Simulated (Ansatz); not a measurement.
## ZnS (P6_3mc): least direct gap against volume

The cell of ZnS (P6_3mc) is scaled evenly and the response computed anew at each volume, on one mesh. The atoms keep their fractional positions.

Symmetry: P6_3mc, No. 186, hexagonal system. Conventional cell: a = 3.811 Å, b = 3.811 Å, c = 6.234 Å, α = 90.00°, β = 90.00°, γ = 120.00°. Zn on site b is surrounded by 4 S at 2.31 to 2.40 Å. S on site b is surrounded by 4 Zn at 2.31 to 2.40 Å.

Method: Ansatz 0.2.0, PBE, independent particles, k-mesh 9×9×4 with interpolation inside its cells, Gaussian parameter 0.1 eV.

Launch of the response step: `ansatz run input.yaml --threads 4 --pin off --max-ram 8192MiB --backend cpu --events-out ev --progress --plain --runs-dir out`. The series took 5.7 min in all, on 4 threads of Arm Neoverse V1, with other jobs on the host.

| V/V₀ | V (Å³, primitive cell) | least direct gap (eV) |
| --- | --- | --- |
| 0.94 | 73.71 | ? |
| 0.96 | 75.27 | 2.443 |
| 0.98 | 76.84 | 2.344 |
| 1.00 | 78.41 | 2.247 |
| 1.02 | 79.98 | 2.154 |
| 1.04 | 81.55 | 2.064 |
| 1.06 | 83.12 | 1.976 |

For small changes the quantity should be close to linear in ln V.

Working, on the rows shown:

| x = ln(V/V₀) | y = least direct gap |
| --- | --- |
| -0.040822 | 2.443 |
| -0.0202027 | 2.344 |
| 0 | 2.247 |
| 0.0198026 | 2.154 |
| 0.0392207 | 2.064 |
| 0.0582689 | 1.976 |

Means: x̄ = 0.0093779, ȳ = 2.2047. Σ(x − x̄)(y − ȳ) = -0.03239, Σ(x − x̄)² = 0.006873. Slope = -0.03239 / 0.006873 = -4.713; intercept = ȳ − slope · x̄ = 2.2489. The line misses the rows shown by at most 0.0019 eV.

Task: Fill in the last column of the withheld row.

Result: At x = -0.061875 the line gives y = 2.5405 eV. The run gave 2.539 eV, so the extrapolation is off by 0.0015 eV, 0.3 % of the range in the table.

Between the rows on either side of x = 0 the slope is (2.154 − 2.344) / (0.019803 − (-0.020203)) = -4.749. That is a volume deformation potential of -4.7 eV: the least direct gap on this mesh widens by 47 meV for each per cent of compression. The cell comes from an older database entry, whose edges can be off by a per cent or so. PBE gaps are as a rule too small.
